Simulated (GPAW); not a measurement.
# Ga2O3 (R-3c): G0W0 with GPAW, start to end

Wanted: ground state, empty states, screening and self-energy for Ga2O3 (R-3c).

Main program and level: GPAW 26.7.0; PBE and many-body steps on it, plane waves.

**Experimental background.**

- Gap 5.62 ± 0.02 eV: lowest direct band-to-band transition E0, E parallel to c (M1-type CP); abstract instead prints 5.44 eV, which Table III gives as the exciton energy; generalized spectroscopic ellipsometry, critical-point model; 300 K; film (51.8 nm PAMBE film, fully lattice-relaxed) on m-plane Al2O3 (“Anisotropic dielectric functions, band-to-band transitions, and critical points in alpha-Ga2O3”, 2021, arxiv:2101.06595).

- Gap 5.15 eV: optical gap from Tauc plot assuming direct gap; lower end of the 5.15-5.20 eV range for alpha-phase films; UV-vis transmittance/reflectance, Tauc plot; film on c-plane sapphire (“Low temperature growth and optical properties of alpha-Ga2O3 deposited on sapphire by plasma enhanced atomic layer deposition”, 2019, arxiv:1908.06914).

- Gap 5.3 eV: direct optical gap from Tauc plot, upper end of the 5.1-5.3 eV range over the samples; UV-visible transmission; film (mist-CVD epitaxial films grown with different carrier gases) on Al2O3 (0001) (“Influence of Carrier Gases on the Quality of Epitaxial Corundum-Structured α-Ga2O3 Films Grown by Mist Chemical Vapor Deposition Method”, 2019, pmc:6888560).

- Gap 5.04 eV: direct optical gap from Tauc plot; UV-vis transmittance, Tauc plot; film on Al2O3 (“Ti Alloyed α-Ga2O3: Route towards Wide Band Gap Engineering”, 2020, pmc:7766553).

- Gap 5.2 eV: optical gap from Tauc plot assuming direct gap; largest value, film grown at 250 C; UV-vis transmittance/reflectance, Tauc plot; film on c-plane sapphire (“Low temperature growth and optical properties of alpha-Ga2O3 deposited on sapphire by plasma enhanced atomic layer deposition”, 2019, arxiv:1908.06914).

This is a selection; 1 further report is not listed.

Report form: the programs' logs are mostly left out.

**1. The starting structure**

The structure is trigonal, space group R-3c (No. 167). The conventional cell has a = 4.997 Å, b = 4.997 Å, c = 13.451 Å, α = 90.00°, β = 90.00°, γ = 120.00°. Nearest to Ga lie 6 O at 1.93 to 2.08 Å. O has 4 Ga at 1.93 to 2.08 Å nearest. Farther neighbours and most contacts between anions are not listed.

The cell and positions are those that the Materials Project relaxed with its own functionals (PBE, PBE+U or r2SCAN), kept fixed. This is not the form that Ga2O3 usually takes at ambient conditions.

**2. Ground state**

This step: GPAW 26.7.0; DFT, PBE, plane waves, PAW.

The ground-state density comes first.

Input file run.py:

```python
import json
import numpy as np
from gpaw.mpi import world
from ase import Atoms
from gpaw import GPAW, PW, FermiDirac

atoms = Atoms(['Ga', 'Ga', 'Ga', 'Ga', 'O', 'O', 'O', 'O', 'O', 'O'],
    cell=[[2.4986991939, 1.4426246522, 4.4835497685],
      [-2.4986991939, 1.4426246522, 4.4835497685],
      [0.0000000000, -2.8852493044, 4.4835497685]],
    scaled_positions=[[0.8555855800, 0.8555855800, 0.8555855800],
      [0.6444144200, 0.6444144200, 0.6444144200],
      [0.1444144200, 0.1444144200, 0.1444144200],
      [0.3555855800, 0.3555855800, 0.3555855800],
      [0.7500000000, 0.4468328200, 0.0531671800],
      [0.4468328200, 0.0531671800, 0.7500000000],
      [0.0531671800, 0.7500000000, 0.4468328200],
      [0.2500000000, 0.5531671800, 0.9468328200],
      [0.9468328200, 0.2500000000, 0.5531671800],
      [0.5531671800, 0.9468328200, 0.2500000000]],
    pbc=(True, True, True))
calc = GPAW(mode=PW(600),
    xc='PBE',
    kpts={'size': (6, 6, 6), 'gamma': True},
    occupations=FermiDirac(0.001),
    nbands=-11,
    convergence={'density': 1e-6, 'bands': -3},
    maxiter=100,
    txt='gs.txt')
atoms.calc = calc
res = {'energy': atoms.get_potential_energy()}
kpts = calc.get_ibz_k_points()
res['kpts'] = kpts
res['eigenvalues'] = [calc.get_eigenvalues(kpt=k) for k in range(len(kpts))]
res['n_electrons'] = calc.get_number_of_electrons()
calc.write('gs.gpw')

if world.rank == 0:
    with open('result.json', 'w') as f:
        json.dump(res, f, default=lambda x: x.tolist())
```

Started as:

```sh
mpirun -n 4 gpaw python run.py
```

Wall time 51 s (4 MPI ranks of Intel Xeon Platinum 8488C (Sapphire Rapids), shared host); peak memory 0.98 GiB; 3.4 min of CPU time.

Numbers from this step:

```yaml
total_energy: -60.2473 eV
gap: 2.799 eV
k_of_the_valence_top: 0.1667, 0, -0.1667
k_of_the_conduction_bottom: 0, 0, 0
least_direct_gap: 3.027 eV
```

The gap is indirect, with the least direct gap 0.23 eV higher.

**3. Bands along the symmetry lines**

The cheap functional maps the bands first; the places of the edges decide which points the dearer methods must see.

Input file run.py:

```python
import json
import numpy as np
from gpaw.mpi import world
from gpaw import GPAW

path = [[0.000000, 0.000000, 0.000000],
    [0.062500, 0.062500, 0.062500],
    [0.125000, 0.125000, 0.125000],
    [0.187500, 0.187500, 0.187500],
    [0.250000, 0.250000, 0.250000],
    [0.312500, 0.312500, 0.312500],
    [0.375000, 0.375000, 0.375000],
    [0.437500, 0.437500, 0.437500],
    [0.500000, 0.500000, 0.500000],
    [0.533039, 0.466961, 0.500000],
    [0.566078, 0.433922, 0.500000],
    [0.599118, 0.400882, 0.500000],
    [0.632157, 0.367843, 0.500000],
    [0.665196, 0.334804, 0.500000],
    [0.698235, 0.301765, 0.500000],
    [0.731275, 0.268725, 0.500000],
    [0.764314, 0.235686, 0.500000],
    [0.500000, -0.235686, 0.235686],
    [0.500000, -0.206225, 0.206225],
    [0.500000, -0.176765, 0.176765],
    [0.500000, -0.147304, 0.147304],
    [0.500000, -0.117843, 0.117843],
    [0.500000, -0.088382, 0.088382],
    [0.500000, -0.058922, 0.058922],
    [0.500000, -0.029461, 0.029461],
    [0.500000, 0.000000, 0.000000],
    [0.437500, 0.000000, 0.000000],
    [0.375000, 0.000000, 0.000000],
    [0.312500, 0.000000, 0.000000],
    [0.250000, 0.000000, 0.000000],
    [0.187500, 0.000000, 0.000000],
    [0.125000, 0.000000, 0.000000],
    [0.062500, 0.000000, 0.000000],
    [0.000000, 0.000000, 0.000000],
    [0.045980, -0.045980, 0.000000],
    [0.091961, -0.091961, 0.000000],
    [0.137941, -0.137941, 0.000000],
    [0.183922, -0.183922, 0.000000],
    [0.229902, -0.229902, 0.000000],
    [0.275882, -0.275882, 0.000000],
    [0.321863, -0.321863, 0.000000],
    [0.367843, -0.367843, 0.000000],
    [0.632157, 0.000000, 0.367843],
    [0.615637, 0.000000, 0.384363],
    [0.599118, 0.000000, 0.400882],
    [0.582598, 0.000000, 0.417402],
    [0.566078, 0.000000, 0.433922],
    [0.549559, 0.000000, 0.450441],
    [0.533039, 0.000000, 0.466961],
    [0.516520, 0.000000, 0.483480],
    [0.500000, 0.000000, 0.500000],
    [0.437500, 0.000000, 0.437500],
    [0.375000, 0.000000, 0.375000],
    [0.312500, 0.000000, 0.312500],
    [0.250000, 0.000000, 0.250000],
    [0.187500, 0.000000, 0.187500],
    [0.125000, 0.000000, 0.125000],
    [0.062500, 0.000000, 0.062500],
    [0.000000, 0.000000, 0.000000]]
calc = GPAW('gs.gpw').fixed_density(kpts=path,
    symmetry='off',
    nbands=34,
    convergence={'bands': 30},
    txt='bands.txt')
res = {}
kpts = calc.get_ibz_k_points()
res['kpts'] = kpts
res['eigenvalues'] = [calc.get_eigenvalues(kpt=k) for k in range(len(kpts))]
res['n_electrons'] = calc.get_number_of_electrons()

if world.rank == 0:
    with open('result.json', 'w') as f:
        json.dump(res, f, default=lambda x: x.tolist())
```

Started as:

```sh
mpirun -n 4 gpaw python run.py
```

Wall time 36 s (4 MPI ranks); peak memory 1.1 GiB; 2.4 min of CPU time.

This step gave:

```yaml
gap: 2.805 eV
k_of_the_valence_top: 0.1839, -0.1839, 0
k_of_the_conduction_bottom: 0, 0, 0
least_direct_gap: 3.027 eV
```

The gap is 2.805 eV, +0.006 eV from the run before at this level.

The electronic bands at the labelled points (eV, zero at the top of the highest filled band):

```csv
point,band 21,band 22,band 23,band 24,band 25,band 26,band 27,band 28
Γ,-0.36,-0.28,-0.22,-0.22,2.80,6.67,6.84,8.92
halfway,-0.34,-0.34,-0.22,-0.22,4.15,6.72,6.83,8.99
T,-0.31,-0.31,-0.31,-0.31,5.87,5.87,7.86,7.86
halfway,-0.82,-0.82,-0.44,-0.44,6.40,6.40,7.81,7.81
H2,-0.60,-0.60,-0.36,-0.36,6.70,6.70,7.25,7.25
jump to H0,-0.60,-0.60,-0.36,-0.36,6.70,6.70,7.25,7.25
halfway,-0.58,-0.58,-0.25,-0.25,6.41,6.41,6.92,6.92
L,-0.95,-0.95,-0.16,-0.16,6.41,6.41,6.74,6.74
halfway,-0.63,-0.53,-0.18,-0.04,4.39,6.50,7.33,8.19
Γ,-0.36,-0.28,-0.22,-0.22,2.80,6.67,6.84,8.92
halfway,-0.66,-0.27,-0.23,0.00,4.87,6.35,7.38,7.92
S0,-0.64,-0.54,-0.52,-0.19,6.50,6.61,7.19,7.22
jump to S2,-0.64,-0.54,-0.52,-0.19,6.50,6.61,7.19,7.22
halfway,-0.79,-0.72,-0.35,-0.17,6.52,6.74,7.49,7.51
F,-0.89,-0.77,-0.29,-0.16,6.55,6.75,7.59,7.72
halfway,-0.67,-0.57,-0.26,-0.25,4.70,6.60,7.42,8.35
Γ,-0.36,-0.28,-0.22,-0.22,2.80,6.67,6.84,8.92
```

**4. Empty states on the mesh, 4×4×4 mesh, 455 bands**

The sums over transitions need many empty states on a uniform mesh; this step solves for them.

Input file run.py:

```python
import json
import numpy as np
from gpaw.mpi import world
from gpaw import GPAW

calc = GPAW('gs.gpw').fixed_density(kpts={'size': (4, 4, 4), 'gamma': True},
    parallel={'domain': 1, 'band': 1},
    txt='nscf.txt')
calc.diagonalize_full_hamiltonian(nbands=455)
calc.write('full.gpw', mode='all')
res = {}
kpts = calc.get_ibz_k_points()
res['kpts'] = kpts
res['eigenvalues'] = [calc.get_eigenvalues(kpt=k) for k in range(len(kpts))]
res['n_electrons'] = calc.get_number_of_electrons()

if world.rank == 0:
    with open('result.json', 'w') as f:
        json.dump(res, f, default=lambda x: x.tolist())
```

Started as:

```sh
mpirun -n 4 gpaw python run.py
```

Wall time 2.3 min (4 MPI ranks); peak memory 4.5 GiB; 9.4 min of CPU time.

Numbers from this step:

- gap: 2.845 eV
- k of the valence top: 0.25, 0, 0
- k of the conduction bottom: 0, 0, 0
- least direct gap: 3.027 eV
- k points computed: 14
- lowest point of the top converged band, above the valence top: 146.2209 eV

On this mesh the gap is 2.845 eV. The earlier step found 2.799 eV, so this mesh misses an edge.

**5. Screening and self-energy, 4×4×4 mesh, 207 bands, screening to 96 eV**

Now the one-shot GW correction: screening in the RPA, then the self-energy of the levels asked for.

This step: G0W0 on PBE, plane waves, PAW.

Input file run.py:

```python
import json
import numpy as np
from gpaw.mpi import world
from gpaw.response.g0w0 import G0W0

gw = G0W0('full.gpw',
    filename='gw',
    kpts=[0, 2],
    bands=(22, 26),
    ecut=96,
    nbands=207,
    integrate_gamma='WS',
    ppa=True)
gw.calculate()
res = {mode: {k: v for k, v in r.items() if k != 'sigma_eskwn'}
       for mode, r in gw.all_results.items()}

if world.rank == 0:
    with open('result.json', 'w') as f:
        json.dump(res, f, default=lambda x: x.tolist())
```

Started as:

```sh
mpirun -n 4 gpaw python run.py
```

Wall time 7.1 min (4 MPI ranks); peak memory 2.3 GiB; 28 min of CPU time.

Numbers from this step:

```
G0W0 gap on the points computed              : 4.769 eV
least direct G0W0 gap on the computed points : 4.914 eV
Z at the valence top                         : 0.7851
Z at the conduction bottom                   : 0.8412
starting gap on the mesh                     : 2.845 eV
k of the valence top                         : 0.25, 0, 0
k of the conduction bottom                   : 0, 0, 0
```

The gap on the mesh goes from 2.85 eV to 4.77 eV, a correction of +1.92 eV. The start differs from the 2.80 eV found before because the two sample other k points.

Limits: finite bands, cutoff and mesh; no spin-orbit coupling. v1 is the top filled band, c1 the lowest empty one. Levels before and after the correction, in eV, zero at the valence-band top of each column:

```
           conduction bottom  valence top
Kohn-Sham               2.85         0.00
     G0W0               4.77         0.00
```

```
                   level  energy (eV)
Kohn-Sham        Γ v2-v1       -0.182
Kohn-Sham           Γ c1        2.845
Kohn-Sham           Γ c2        6.713
Kohn-Sham  (0.25 0 0) v2       -0.137
Kohn-Sham  (0.25 0 0) v1        0.000
Kohn-Sham  (0.25 0 0) c1        4.432
Kohn-Sham  (0.25 0 0) c2        6.544
     G0W0        Γ v2-v1       -0.145
     G0W0           Γ c1        4.769
     G0W0           Γ c2        9.286
     G0W0  (0.25 0 0) v2       -0.141
     G0W0  (0.25 0 0) v1        0.000
     G0W0  (0.25 0 0) c1        6.523
     G0W0  (0.25 0 0) c2        9.030
```

**6. Where the time went**

Times are wall times on 4 MPI ranks of Intel Xeon Platinum 8488C (Sapphire Rapids), shared host, good to a factor of about two.

```csv
step,time,share,memory (GiB)
ground state,51 s,8 %,0.98
bands along the symmetry lines,36 s,6 %,1.1
empty states on the mesh,2.3 min,22 %,4.5
screening and self-energy,7.1 min,65 %,2.3
```

**7. Outcome**

```
PBE gap                              : 2.80 eV, indirect
G0W0 gap on the mesh                 : 4.77 eV
G0W0 gap over the zone (rigid shift) : 4.72 eV
GW settings                          : 4×4×4 mesh, 207 bands, screening to 96 eV, Godby-Needs plasmon pole
known limits                         : not at the basis limit; no spin-orbit coupling
```

In words: G0W0 moves the gap on the mesh from 2.85 eV to 4.77 eV (+1.92 eV), with Z of 0.79 and 0.84 at the edges. The mesh misses the band edges by 0.05 eV in all; a rigid shift gives 4.72 eV for the zone. Only 2 of the mesh's irreducible points were corrected, so a valley elsewhere could overtake. The dearest step here is «screening and self-energy». Against experiment, by G0W0@PBE: the direct gap of 4.91 eV lies −0.71 eV from the measured 5.62 ± 0.02 eV (direct, 300 K, on m-plane Al2O3, 2021); the direct gap of 4.91 eV lies −0.24 eV from the measured 5.15 eV (direct, on c-plane sapphire, 2019); the direct gap of 4.91 eV lies −0.39 eV from the measured 5.3 eV (direct, on Al2O3 (0001), 2019); the direct gap of 4.91 eV lies −0.13 eV from the measured 5.04 eV (direct, on Al2O3, 2020); the direct gap of 4.91 eV lies −0.29 eV from the measured 5.2 eV (direct, on c-plane sapphire, 2019). An exciton line or allowed optical edge lies below the quasiparticle gap by the binding energy; a forbidden edge can push the onset above it. The calculation has static nuclei and no excitons; a measured gap holds zero-point and thermal motion, which mostly lowers it. Bands and cutoff are finite, so the gap is not at the basis limit. The miss can reach some tenths of an eV and take either sign; the mesh is an error of its own. These stock PAW sets were not made for GW; the filled d or f shell of Ga lies in the frozen core, which bears on start and correction. In the G0W0 run levels were corrected at 2 k points alone, so a gap called «on the mesh» is the least over those, and an edge elsewhere would be missed. The many-body steps are scalar-relativistic: spin-orbit coupling is not in them.

[Paths, hosts, dates, memory and timing lines, banners, echoed tables and standing remarks are left out of the program output.]

[Logs are printed without paths, hosts, clocks, repeated set-up lines and the standing remarks that a program may print on its own settings, such as how far it seeks lower states.]

[Runs of the session that timed out or met a known fault of the program may be left out.]

[Hosts, paths, dates, database ids (printed as entryN), source tags and the programs' standing remarks are cut or masked in the printed files.]
